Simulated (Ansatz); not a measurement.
# Grüneisen parameters and expansion of KF (Carobbiite, Fm-3m), part 2 of 5

Which modes of KF (Carobbiite) drive its thermal expansion?

What experiment has found for this phase:
- volume expansion coefficient 104.4 1e-6/K and heat capacity C_P per formula unit 49 J/mol/K near room temperature (given in “High-Throughput Prediction of Finite-Temperature Properties using the Quasi-Harmonic Approximation”, 2016, arXiv:1603.06924)
- volume expansion coefficient 95.1 1e-6/K near room temperature (given in “Descriptors for thermal expansion in solids”, 2017, arXiv:1701.03966)

Ansatz 0.2.0; DFT LDA, scalar-relativistic, plane waves, PAW.

So far. Step 2 (A first coarse run): The start is under -3.5 GPa at this level and looks like an insulator or semiconductor on this mesh.

**5. Relaxing to small residual forces and stress**

The relaxation is repeated with tighter thresholds on force and stress, since phonons are sensitive to what is left; a change of mesh or smearing in the input moves the cell too.

Input file input.yaml:

```yaml
crystal:
  lattice:
    - [0.0, 2.5812886551, 2.5812886551]
    - [2.5812886551, 0.0, 2.5812886551]
    - [2.5812886551, 2.5812886551, 0.0]
  atoms:
    - { symbol: K, position: [0.0, 0.0, 0.0] }
    - { symbol: F, position: [0.5, 0.5, 0.5] }
kpoints:
  mp_grid: { grid: [8, 8, 8] }
hamiltonian:
  xc: lda
scf:
  occupations: { method: fixed }
output:
  forces: true
  stress: true
  eigenvalues: true
  write_density: true
  write_potential: true
  elf: true
  volumetric_format: npy
relax:
  adjacent_minimum: "off"
  f_tol: 0.001
  max_steps: 60
  cell: { stress_tol: 0.01 }
```

The run is started by

```bash
> ansatz run input.yaml --threads 4 --pin off --max-ram 8192MiB --backend cpu --events-out ev --progress --plain --runs-dir out
```

Numbers of over 12 decimals in the logs are rounded to 6 here.

The program printed:

```text
[...]
Crystal: 2 atoms, lattice volume = 34.399 Å³
Basis set: ecut = 420 eV, 645 PW (Γ)
Bands: 12, of which v1, the nominal top of the filled ones, is band 8 counted from 1 (7 counted from 0)
Symmetry: 48 space group operations
[...]
k-points: 29 of 512
[...]
SCF iter   1: F=—  HF=-2292.800198 eV  |F-HF|=—  |Δ(HF+E_count)|=         —  Δρ=1.66e-2  dr2=7.00e-2  ethr=1.77e-3  ⟨swp⟩=4.6  Hψ=1892  notcnv=0  defer=47
[...]
SCF iter   6: F=-2292.778749 eV  HF=-2292.778749 eV  |F-HF|=9.22e-9  |Δ(HF+E_count)|=   1.25e-8  Δρ=7.02e-6  dr2=1.07e-8  ethr=5.69e-10  ⟨swp⟩=6.9  Hψ=2521  notcnv=0
SCF 1 converged in 6 iterations: F = -2292.778749 eV  dr2 = 1.07e-8
[...]
relax step   1: F+E_penalty+E_count = -2292.77874897 eV  Δ(F+E_penalty+E_count) = +0.000e0 eV  max|allowed force component| = 1.341e-29 eV/Å  Δτ_max = 0.0000 Å  P = -0.012 GPa  Ω = 34.399 Å³  (6 SCF iters, dr2 threshold 1.00e-7 eV, accepted)
Crystal: 2 atoms, lattice volume = 34.390 Å³
[...]
SCF iter   4: F=-2292.778776 eV  HF=-2292.778776 eV  |F-HF|=5.00e-11  |Δ(HF+E_count)|=   1.13e-9  Δρ=1.16e-6  dr2=1.93e-10  ethr=2.10e-12  ⟨swp⟩=5.2  Hψ=2018  notcnv=0
SCF 2 converged in 4 iterations: F = -2292.778776 eV  dr2 = 1.93e-10
relax step   2: F+E_penalty+E_count = -2292.77877644 eV  Δ(F+E_penalty+E_count) = -2.747e-5 eV  max|allowed force component| = 2.748e-29 eV/Å  Δτ_max = 0.0000 Å  P = +0.001 GPa  Ω = 34.390 Å³  energy of the carried Pulay correction = +2.719e-5 eV  (4 SCF iters, dr2 threshold 3.37e-10 eV, accepted)
[...]
SCF iter   6: F=-2292.778776 eV  HF=-2292.778776 eV  |F-HF|=0.00e0  |Δ(HF+E_count)|=  9.09e-13  Δρ=3.60e-8  dr2=1.80e-13  ethr=1.00e-12  ⟨swp⟩=6.4  Hψ=1776  notcnv=0
SCF 3 converged in 6 iterations: F = -2292.778776 eV  dr2 = 1.80e-13
relax step   3: F+E_penalty+E_count = -2292.77877644 eV  Δ(F+E_penalty+E_count) = -1.728e-11 eV  max|allowed force component| = 8.743e-29 eV/Å  Δτ_max = 0.0000 Å  P = +0.000 GPa  Ω = 34.390 Å³  stress off target by 3.75e-5 GPa  SCF on the basis re-selected at this cell (its energy is not comparable with the rows above)  (6 SCF iters)
[...]
SCF converged after 6 iterations
Free energy (F): -2292.778776 eV
[...]
Internal energy: -2292.778776 eV  (E = F + TS)
E sigma→0 (E₀):  -2292.778776 eV
Fermi energy:    1.777626 eV
[...]
--- Stress (GPa, compression-positive) ---
        0.000037      -0.000000      -0.000000
       -0.000000       0.000037      -0.000000
       -0.000000      -0.000000       0.000037
  P = ⅓ Tr σ = 0.0000 GPa (0.000 kbar)
--- Band table (eV; the first three rows and the last of 29) ---
  k-point 0: bands = [... 4 lower, -6.9731, 1.7776, 1.7776, 1.7776, 8.1453, 12.5742, 12.5742, 12.5742]
  k-point 1: bands = [... 4 lower, -6.9797, 1.6027, 1.7057, 1.7057, 8.6269, 12.2863, 12.8116, 12.8116]
  k-point 2: bands = [... 4 lower, -6.9953, 1.2384, 1.5381, 1.5381, 9.7873, 11.9370, 13.4091, 13.4091]
  k-point 28: bands = [... 4 lower, -7.0773, 1.2619, 1.6593, 1.6593, 11.5728, 11.5728, 13.4416, 15.7623]
--- Relaxed structure (2 steps of the walk, 2 accepted, 1 SCFs on fresh bases) ---
[...]
cell:  # Å, volume = 34.3898 Å³
    - [0, 2.581070, 2.581070]
    - [2.581070, 0, 2.581070]
    - [2.581070, 2.581070, 0]
  atoms:
    - { symbol: K, position: [0, 0, 0] }
    - { symbol: F, position: [0.500000, 0.500000, 0.500000] }
```

The job ended after 0.91 s (4 threads of Arm Neoverse V1, shared host; peak memory 0.23 GiB; 2.7 s of CPU time).

Little changed from the start: no atom moved by 0.005 Å and no cell edge by 0.1 %.

Numbers from this step:

```
pressure          : 3.75e-5 GPa
gap on the k-mesh : 6.368 eV
volume per atom   : 17.19 Å³
```

Valence density in the ac plane of the conventional cell at fractional y = 0.000, with atoms of K and F within 0.2 Å of it. It is the smooth field of the valence electrons, not physical close to the nuclei.

Ten steps, logarithmic in the rise over the least value, from '_' (0 e/Å³) to '@' (11 e/Å³), each cell a mean:
```
####==..::++%%@@##--..--**##
**++--....--++**==::__::==**
--::..____..::::..______::--
....______....::..________..
==::..__..--====--..____::--
##++::..::++####**--....==##
@@##==..--**######==::::**@@
@@##--..--**######==..::++%%
**==::__::==****++--....--++
::..______::----::..____..::
::..________......______....
==--..____::--==::..__..--==
##**--....==####++::..::++##
####==::::**@@@@##==..--**##
```
Columns run along a (5.2 Å), rows up along c (5.2 Å), edges of the conventional cell, whose origin can differ from the input's. Atoms in or near the plane, at fractional coordinates: K at (0.00, 0.00), K at (0.50, 0.50), F at (0.50, 0.00), F at (0.00, 0.50).

Electrostatic potential energy in the ac plane of the conventional cell at fractional y = 0.000, with atoms of K and F within 0.2 Å of it. With pseudopotentials it is smooth inside the atoms' cores, unlike the true potential.

Ten even steps from '_' (-42 eV) to '@' (9 eV), each cell a mean:
```
__::**@@@@##::..==@@@@%%==__
--++%%@@@@@@##**%%@@@@@@**==
%%%%@@@@@@@@@@@@@@@@@@@@@@%%
@@@@@@@@@@@@@@@@@@@@@@@@@@@@
@@@@@@@@@@%%****##%%@@@@@@@@
--**@@@@%%++::..--##@@@@%%==
__--@@@@%%--____..**@@@@**..
..==@@@@%%==____::**@@@@##::
**%%@@@@@@**==--++%%@@@@@@##
@@@@@@@@@@@@%%%%%%@@@@@@@@@@
@@@@@@@@@@@@@@@@@@@@@@@@@@@@
**##%%@@@@@@@@@@@@@@@@@@%%**
..--##@@@@%%==--**@@@@%%++::
__..**@@@@**..__--@@@@%%--__
```
Columns run along a (5.2 Å; values clipped at the 3rd and 97th percentile), rows up along c (5.2 Å), edges of the conventional cell, whose origin can differ from the input's. Atoms in or near the plane, at fractional coordinates: K at (0.00, 0.00), K at (0.50, 0.50), F at (0.50, 0.00), F at (0.00, 0.50).

ELF in the ac plane of the conventional cell at fractional y = 0.000, with atoms of K and F within 0.2 Å of it. It is the smooth field of the valence electrons, not physical close to the nuclei.

Ten even steps from '_' (0.01) to '@' (0.85), each cell a mean:
```
%%@@%%..--%%%%%%@@**..++@@@@
@@@@**__::##%%%%%%==__--%%@@
++==..____::------..____--++
..__________......________..
**++::__..**%%%%##--__..==**
@@%%++__==@@@@@@@@##..--%%@@
**@@**..++@@%%##@@%%..--%%%%
%%@@**..++@@@@%%@@%%..--%%%%
%%%%==__--%%@@@@@@**__::##%%
----..____--++++==..____::--
....________....__________..
%%##--__..==****++::__..**%%
@@@@##..--%%@@@@%%++__==@@@@
##@@%%..--%%%%**@@**..++@@%%
```
Columns run along a (5.2 Å), rows up along c (5.2 Å), edges of the conventional cell, whose origin can differ from the input's. Atoms in or near the plane, at fractional coordinates: K at (0.00, 0.00), K at (0.50, 0.50), F at (0.50, 0.00), F at (0.00, 0.50).

The residual pressure is 3.7e-5 GPa, small enough for phonons.

[end of part 2 of 5]

[Logs are printed without paths, hosts, clocks, repeated set-up lines and the standing remarks that a program may print on its own settings, such as how far it seeks lower states.]

[Hosts, paths, dates, database ids (printed as entryN), source tags and the programs' standing remarks are cut or masked in the printed files.]

[A step with changed settings may run another functional than the one named; its input shows which.]


